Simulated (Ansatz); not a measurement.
# How Cr(100) screens a field, part 2 of 3

Wanted: the response of a Cr(100) slab to a perpendicular field.

Ansatz 0.2.0; plane-wave DFT, LDA, Ansatz PAW.

So far. Step 4 (Single point, field -0.05 V/Å): The dipole is -0.0285 e·Å. Step 5 (Atoms held, field 0.1 V/Å): The dipole is 0.0570 e·Å.

## (6) Atoms held, field -0.1 V/Å

File input.yaml:

```yaml
crystal:
  lattice:
    - [2.88, 0.0, 0.0]
    - [0.0, 2.88, 0.0]
    - [0.0, 0.0, 26.64]
  atoms:
    - { symbol: Cr, position: [0.0, 0.0, 0.3378378378], spin: 2.0 }
    - { symbol: Cr, position: [0.5, 0.5, 0.3918918919], spin: -2.0 }
    - { symbol: Cr, position: [0.0, 0.0, 0.4459459459], spin: 2.0 }
    - { symbol: Cr, position: [0.5, 0.5, 0.5], spin: -2.0 }
    - { symbol: Cr, position: [0.0, 0.0, 0.5540540541], spin: 2.0 }
    - { symbol: Cr, position: [0.5, 0.5, 0.6081081081], spin: -2.0 }
    - { symbol: Cr, position: [0.0, 0.0, 0.6621621622], spin: 2.0 }
magnetization:
  spin_polarized: true
kpoints:
  mp_grid: { grid: [18, 18, 1] }
hamiltonian:
  xc: lda
scf:
  occupations: { method: fermi_dirac, width: 0.1 }
  convergence: { dr2_threshold: 1.0e-10 }
efield:
  axis: 3
  dipole_correction: true
  ramp_position: 0.97
  ramp_width: 0.06
  amplitude: -0.1
output:
  forces: true
  write_potential: true
  write_density: true
  volumetric_format: npy
```

Command:

```bash
$ ansatz run input.yaml --threads 4 --pin off --max-ram 6144MiB --backend cpu --events-out ev --progress --plain --runs-dir out
```

Numbers of over 12 decimals in the logs are rounded to 6 here.

The program printed:

```text
[...]
Crystal: 7 atoms, lattice volume = 220.963 Å³
Basis set: ecut = 420 eV, 4301 PW (Γ)
Bands: 68, of which v1, the nominal top of the filled ones, is band 49 counted from 1 (48 counted from 0)
Symmetry: 8 space group operations
k-points: 55 of 324
[...]
Starting moments: Σ|m| = 14 μB on 7 of 7 sites
[...]
k-point 1 ↑: bands = [... 45 lower, 4.1104, 4.2537, 4.5176, 4.6157, 4.8782, 4.9694, 5.1247, 5.2199, ... 15 higher]
  k-point 2 ↑: bands = [... 45 lower, 4.3134, 4.3247, 4.4230, 4.7485, 4.8751, 4.9374, 5.2441, 5.3420, ... 15 higher]
  k-point 54 ↓: bands = [... 45 lower, 4.2353, 4.2353, 4.7786, 4.8135, 5.3012, 5.3035, 5.6750, 5.7229, ... 15 higher]
[key lines of the parts left out:]
SCF converged after 21 iterations
Magnetization: -3.8914 μB (47.0543 up, 50.9457 down)
Free energy (F): -23256.682790 eV
Fermi energy:    4.571148 eV
Dipole field:    D = -0.046707 V/Å  (p = -0.057034 e·Å, saw-weighted, corrected)
```

Run time: 2.2 min. Hardware: 4 threads of Arm Neoverse V1, shared host; peak memory 1.4 GiB; 8.7 min of CPU time.

The dipole is -0.0570 e·Å.

## (7) Single point, field 0.2 V/Å

Edit input.yaml of step 6 so:

```diff
@@ -27,3 +27,3 @@
   ramp_width: 0.06
-  amplitude: -0.1
+  amplitude: 0.2
 output:
```

The program printed:

```text
[...]
Crystal: 7 atoms, lattice volume = 220.963 Å³
Basis set: ecut = 420 eV, 4301 PW (Γ)
Bands: 68, of which v1, the nominal top of the filled ones, is band 49 counted from 1 (48 counted from 0)
Symmetry: 8 space group operations
k-points: 55 of 324
[...]
Starting moments: Σ|m| = 14 μB on 7 of 7 sites
[...]
k-point 1 ↑: bands = [... 45 lower, 4.1070, 4.2504, 4.5143, 4.6124, 4.8619, 4.9717, 5.1266, 5.2166, ... 15 higher]
  k-point 2 ↑: bands = [... 45 lower, 4.3101, 4.3215, 4.4197, 4.7438, 4.8647, 4.9389, 5.2416, 5.3395, ... 15 higher]
  k-point 54 ↓: bands = [... 45 lower, 4.2320, 4.2320, 4.7755, 4.8105, 5.2968, 5.3015, 5.6717, 5.7196, ... 15 higher]
[key lines of the parts left out:]
SCF converged after 30 iterations
Magnetization: -3.8905 μB (47.0548 up, 50.9452 down)
Free energy (F): -23256.691347 eV
Fermi energy:    4.567876 eV
Dipole field:    D = 0.093452 V/Å  (p = 0.114116 e·Å, saw-weighted, corrected)
```

Elapsed: 2.9 min, on 4 threads; peak memory 1.4 GiB; 11 min of CPU time.

The dipole is 0.114 e·Å.

## (8) Single point, field -0.2 V/Å

Edit input.yaml of step 7 so:

```diff
@@ -27,3 +27,3 @@
   ramp_width: 0.06
-  amplitude: 0.2
+  amplitude: -0.2
 output:
```

The program printed:

```text
[...]
Crystal: 7 atoms, lattice volume = 220.963 Å³
Basis set: ecut = 420 eV, 4301 PW (Γ)
Bands: 68, of which v1, the nominal top of the filled ones, is band 49 counted from 1 (48 counted from 0)
Symmetry: 8 space group operations
k-points: 55 of 324
[...]
Starting moments: Σ|m| = 14 μB on 7 of 7 sites
[...]
k-point 1 ↑: bands = [... 45 lower, 4.1070, 4.2504, 4.5143, 4.6124, 4.8619, 4.9717, 5.1266, 5.2166, ... 15 higher]
  k-point 2 ↑: bands = [... 45 lower, 4.3101, 4.3215, 4.4197, 4.7438, 4.8647, 4.9389, 5.2416, 5.3395, ... 15 higher]
  k-point 54 ↓: bands = [... 45 lower, 4.2320, 4.2320, 4.7755, 4.8105, 5.2968, 5.3015, 5.6717, 5.7196, ... 15 higher]
[key lines of the parts left out:]
SCF converged after 28 iterations
Magnetization: -3.8905 μB (47.0548 up, 50.9452 down)
Free energy (F): -23256.691347 eV
Fermi energy:    4.567876 eV
Dipole field:    D = -0.093449 V/Å  (p = -0.114112 e·Å, saw-weighted, corrected)
```

It took 2.8 min on 4 threads; peak memory 1.4 GiB; 11 min of CPU time.

The dipole is -0.114 e·Å.

## (9) Single point, field 0.4 V/Å

Edit input.yaml of step 8 so:

```diff
@@ -27,3 +27,3 @@
   ramp_width: 0.06
-  amplitude: -0.2
+  amplitude: 0.4
 output:
@@ -33 +33,2 @@
   volumetric_format: npy
+  elf: true
```

The program printed:

```text
[...]
Crystal: 7 atoms, lattice volume = 220.963 Å³
Basis set: ecut = 420 eV, 4301 PW (Γ)
Bands: 68, of which v1, the nominal top of the filled ones, is band 49 counted from 1 (48 counted from 0)
Symmetry: 8 space group operations
k-points: 55 of 324
[...]
Starting moments: Σ|m| = 14 μB on 7 of 7 sites
[...]
k-point 1 ↑: bands = [... 45 lower, 4.0933, 4.2367, 4.5006, 4.5984, 4.8070, 4.9701, 5.1326, 5.2029, ... 15 higher]
  k-point 2 ↑: bands = [... 45 lower, 4.2963, 4.3078, 4.4058, 4.7231, 4.8299, 4.9378, 5.2307, 5.3291, ... 15 higher]
  k-point 54 ↓: bands = [... 45 lower, 4.2186, 4.2186, 4.7628, 4.7978, 5.2810, 5.2904, 5.6580, 5.7059, ... 15 higher]
[key lines of the parts left out:]
SCF converged after 27 iterations
Magnetization: -3.8864 μB (47.0568 up, 50.9432 down)
Free energy (F): -23256.725613 eV
Fermi energy:    4.554253 eV
Dipole field:    D = 0.187264 V/Å  (p = 0.228672 e·Å, saw-weighted, corrected)
```

Elapsed: 2.9 min, on 4 threads; peak memory 1.4 GiB; 11 min of CPU time.

Running mean over 1.44 Å of the planar mean, with the applied field; the ramp of the sawtooth is left out. Electron's electrostatic potential energy less the Fermi level against z:

z (Å), electron's electrostatic potential energy less the Fermi level (eV) and a bar from the least value:
```
      3.5       2.62 ########################
      4.0       2.82 ########################
      4.5       3.01 #########################
      5.0       3.21 #########################
      5.5       3.38 ##########################
      6.0       3.52 ##########################
      6.5       3.56 ##########################
      7.0       3.31 #########################
      7.5       2.22 #######################
      8.0      -1.09 #################
      8.5      -5.65 ########
      9.0      -8.76 ##
      9.5      -9.48 
     10.0      -9.60 
     10.5      -9.65 
     11.0      -9.67 
     11.5      -9.64 
     12.0      -9.60 
     12.5      -9.58 
     13.0      -9.57 
     13.5      -9.57 
     14.0      -9.58 
     14.5      -9.60 
     15.0      -9.63 
     15.5      -9.67 
     16.0      -9.67 
     16.5      -9.62 
     17.0      -9.53 
     17.5      -9.13 #
     18.0      -6.79 ######
     18.5      -2.37 ##############
     19.0       1.61 ######################
     19.5       3.37 ##########################
     20.0       4.03 ###########################
     20.5       4.37 ############################
     21.0       4.61 ############################
     21.5       4.83 ############################
     22.0       5.03 #############################
     22.5       5.23 #############################
     23.0       5.43 ##############################
     23.5       5.63 ##############################
```

The dipole is 0.229 e·Å.

## (10) The response

This step: plane-wave DFT, LDA, Ansatz PAW; screening of a field by a metal slab (Ansatz 0.2.0).

The dipoles give the slope, and the difference of two potentials shows where the field is screened.

Numbers from this step:

```yaml
equivalent_conductor_thickness_p_eps_0ae: 12.44 Å
distance_between_the_outer_atoms: 8.640 Å
inner_field_over_outer_field: -4.05e-4
image_plane_upper_face: 1.903 Å
induced_electrons_on_the_upper_face_over_eps_0e: -0.9991
image_plane_lower_face: 1.903 Å
induced_electrons_on_the_lower_face_over_eps_0e: 0.9991
```

The dipole of the cell by applied field:

| applied field (V/Å) | dipole of the cell (e·Å) |
| --- | --- |
| -0.200 | -0.114 |
| -0.100 | -0.0570 |
| -0.050 | -0.0285 |
| 0.000 | 0 |
| 0.050 | 0.0285 |
| 0.100 | 0.0570 |
| 0.200 | 0.114 |
| 0.400 | 0.229 |

The total moment stays at -3.89 μB for applied field from -0.2 to 0.4 V/Å.

Local field over the applied field, running mean. From the potentials at -0.05 and 0.05 V/Å; running mean over 1.44 Å. Table of local field over applied field by z:

| z (Å) | local field over applied field |
| --- | --- |
| 4.5 | 0.992 |
| 5.0 | 0.981 |
| 5.5 | 0.955 |
| 6.0 | 0.900 |
| 6.5 | 0.796 |
| 7.0 | 0.620 |
| 7.5 | 0.378 |
| 8.0 | 0.136 |
| 8.5 | -0.00581 |
| 9.0 | -0.0333 |
| 9.5 | -0.00655 |
| 10.0 | 0.00601 |
| 10.5 | 0.00159 |
| 11.0 | -0.00400 |
| 11.5 | -0.00545 |
| 12.0 | -0.00337 |
| 12.5 | -0.00131 |
| 13.0 | -3.2e-4 |
| 13.5 | -2.6e-4 |
| 14.0 | -9.3e-4 |
| 14.5 | -0.00267 |
| 15.0 | -0.00506 |
| 15.5 | -0.00481 |
| 16.0 | -3.2e-4 |
| 16.5 | 0.00568 |
| 17.0 | -5.7e-4 |
| 17.5 | -0.0272 |
| 18.0 | -0.0238 |
| 18.5 | 0.0835 |
| 19.0 | 0.306 |
| 19.5 | 0.558 |
| 20.0 | 0.754 |
| 20.5 | 0.876 |
| 21.0 | 0.943 |
| 21.5 | 0.975 |
| 22.0 | 0.990 |

Electrons, planar mean, per unit field. Induced electron density against z:

z (Å), induced electron density (e/Å³ per V/Å) and a bar from the least value:
```
      4.5    0.00006 ################
      5.0    0.00015 ################
      5.5    0.00034 #################
      6.0    0.00073 ###################
      6.5    0.00142 ######################
      7.0    0.00239 ##########################
      7.5    0.00328 ##############################
      8.0    0.00307 #############################
      8.5    0.00033 #################
      9.0   -0.00068 ############
      9.5   -0.00014 ###############
     10.0    0.00006 ################
     10.5    0.00010 ################
     11.0    0.00005 ###############
     11.5   -0.00008 ###############
     12.0   -0.00002 ###############
     12.5    0.00001 ###############
     13.0   -0.00002 ###############
     13.5    0.00001 ###############
     14.0    0.00000 ###############
     14.5    0.00003 ###############
     15.0    0.00007 ################
     15.5   -0.00001 ###############
     16.0   -0.00014 ###############
     16.5   -0.00010 ###############
     17.0    0.00003 ###############
     17.5    0.00066 ##################
     18.0    0.00037 #################
     18.5   -0.00259 ####
     19.0   -0.00339 
     19.5   -0.00268 ###
     20.0   -0.00167 ########
     20.5   -0.00089 ###########
     21.0   -0.00043 #############
     21.5   -0.00019 ##############
     22.0   -0.00008 ###############
```

By hand: between -0.05 and 0.05 V/Å the dipole changes by 0.05702 e·Å, a slope of 0.5702 e·Å²/V. A perfect conductor of thickness t has p = ε₀AEt, so t = 180.95 × 0.5702 / 8.294 = 12.44 Å (e/ε₀ = 180.95 V·Å, A in Å²). Less the 8.64 Å between the outer atoms, and halved, that puts each image plane 1.90 Å out.

The induced dipole is that of a conductor 12.44 Å thick.

## (11) The same run with other settings: efield.ramp_width = 0.04

This step: plane-wave DFT, LDA, Ansatz PAW (Ansatz 0.2.0).

A run with a changed input: it repeats the earlier run at 0.05 V/Å with efield.ramp_width from 0.06 to 0.04.

Edit input.yaml of step 9 so:

```diff
@@ -26,4 +26,4 @@
   ramp_position: 0.97
-  ramp_width: 0.06
-  amplitude: 0.4
+  ramp_width: 0.04
+  amplitude: 0.05
 output:
@@ -33,2 +33 @@
   volumetric_format: npy
-  elf: true
```

The program printed:

```text
[...]
Crystal: 7 atoms, lattice volume = 220.963 Å³
Basis set: ecut = 420 eV, 4301 PW (Γ)
Bands: 68, of which v1, the nominal top of the filled ones, is band 49 counted from 1 (48 counted from 0)
Symmetry: 8 space group operations
k-points: 55 of 324
[...]
Starting moments: Σ|m| = 14 μB on 7 of 7 sites
[...]
SCF iter   1: F=—  HF=-23276.607343 eV  |F-HF|=—  |Δ(HF+E_count)|=         —  Δρ=1.04e-1 (↑1.04e-1 ↓9.82e-2)  dr2=5.78e1  dr2_m=1.03e1  M=1.669 μB ∫|m|=3.587 μB  β_m=1.00  ethr=3.10e-3  p=0.027 e·Å  D=2.22e-2 V/Å  ΔV_dip=-0.59 eV  dr2_dipole=4.62e-6  V_vac-E_F(+/−)=7.06/6.40 eV  ⟨swp⟩=9.2  Hψ=36602  notcnv=0
[...]
SCF iter  21: F=-23256.680652 eV  HF=-23256.680652 eV  |F-HF|=2.33e-10  |Δ(HF+E_count)|=  8.37e-11  Δρ=4.08e-8 (↑4.08e-8 ↓3.51e-8)  dr2=2.00e-11  dr2_m=1.70e-12  M=-3.892 μB ∫|m|=10.306 μB  ethr=1.00e-12  p=0.029 e·Å  D=2.34e-2 V/Å  ΔV_dip=-0.62 eV  dr2_dipole=6.13e-14  V_vac-E_F(+/−)=4.30/3.68 eV  ⟨swp⟩=4.4  Hψ=26456  notcnv=0
SCF 1 converged in 21 iterations: F = -23256.680652 eV  dr2 = 2.00e-11
[...]
SCF converged after 21 iterations
[...]
Magnetization: -3.8916 μB (47.0542 up, 50.9458 down)
Absolute magnetization: 10.3057 μB (∫|ρ↑−ρ↓|, with the PAW one-centre terms)
[...]
Per-site moments (μB) at R_I (Å): [(-2.337468, 1.028838), (1.115164, 1.028838), (-0.763358, 1.028838), (0.737212, 1.028838), (-0.763453, 1.028838), (1.116611, 1.028838), (-2.337892, 1.028838)]
Free energy (F): -23256.680652 eV
[...]
Internal energy: -23256.490481 eV  (E = F + TS)
E sigma→0 (E₀):  -23256.585566 eV
Entropy (-TS):   -0.190171 eV (-27.167 meV/atom)
Fermi energy:    4.579054 eV
Dipole field:    D = 0.023352 V/Å  (p = 0.028515 e·Å, saw-weighted, corrected)
Work function:   not extracted (applied field tilts the vacuum); planar V_es + V_field profile in the machine report
[...]
--- Forces (eV/Å), atoms counted from 1 ---
  atom   1  Cr    -0.00000000     0.00000000     1.47068711
  atom   2  Cr    -0.00000000     0.00000000    -0.44735820
  atom   3  Cr     0.00000000     0.00000000     0.14289785
  atom   4  Cr    -0.00000000     0.00000000    -0.00000318
  atom   5  Cr     0.00000000     0.00000000    -0.14319183
  atom   6  Cr     0.00000000     0.00000000     0.44683153
  atom   7  Cr     0.00000000     0.00000000    -1.46986330
  max |Σ_I F_I| component: 5.66e-9 eV/Å
--- Band table (eV; the first three rows and the last of 110) ---
  k-point 0 ↑: bands = [... 45 lower, 3.9316, 4.1857, 4.5457, 4.7110, 4.9565, 4.9886, 5.0277, 5.0277, ... 15 higher]
  k-point 1 ↑: bands = [... 45 lower, 4.1183, 4.2616, 4.5255, 4.6237, 4.8897, 4.9756, 5.1312, 5.2278, ... 15 higher]
  k-point 2 ↑: bands = [... 45 lower, 4.3213, 4.3326, 4.4309, 4.7568, 4.8850, 4.9439, 5.2518, 5.3498, ... 15 higher]
  k-point 54 ↓: bands = [... 45 lower, 4.2431, 4.2431, 4.7864, 4.8214, 5.3097, 5.3108, 5.6829, 5.7308, ... 15 higher]
```

The job ended after 2.3 min (4 threads; peak memory 1.4 GiB).

Numbers from this step:

```yaml
energy_at_zero_smearing: -23256.5856 eV
total_moment: -3.892 μB
site_moments: -2.337, 1.115, -0.7634, 0.7372, -0.7635, 1.117, -2.338 μB
dipole_along_the_normal: 0.02852 e·Å
```

Force by atom:

| atom | x (eV/Å) | y (eV/Å) | z (eV/Å) | size |
| --- | --- | --- | --- | --- |
| Cr1 | 0.00 | 0.00 | 1.47 | 1.47 |
| Cr2 | 0.00 | 0.00 | -0.45 | 0.45 |
| Cr3 | 0.00 | 0.00 | 0.14 | 0.14 |
| Cr4 | 0.00 | 0.00 | 0.00 | 0.00 |
| Cr5 | 0.00 | 0.00 | -0.14 | 0.14 |
| Cr6 | 0.00 | 0.00 | 0.45 | 0.45 |
| Cr7 | 0.00 | 0.00 | -1.47 | 1.47 |

| quantity | this run | earlier run | difference |
| --- | --- | --- | --- |
| dipole along the normal (e·Å) | 0.02852 | 0.02851 | 6.1e-6 |
| total moment (μB) | -3.892 | -3.892 | -2.4e-6 |

Nothing in the table moves by 0.01 in its unit (for the dipole 0.5 % and 5e-5 e·Å). The run took 21 SCF cycles against 28.

(Part 2 of 3 ends here.)

[Logs are printed without paths, hosts, clocks, repeated set-up lines and the standing remarks that a program may print on its own settings, such as how far it seeks lower states.]

[Hosts, paths, dates, database ids (printed as entryN), source tags and the programs' standing remarks are cut or masked in the printed files.]

[Maps of the electrostatic potential energy from Ansatz leave out the sawtooth potential of an applied field or a dipole correction, so their vacuum need not be flat; planar profiles and work functions include it.]
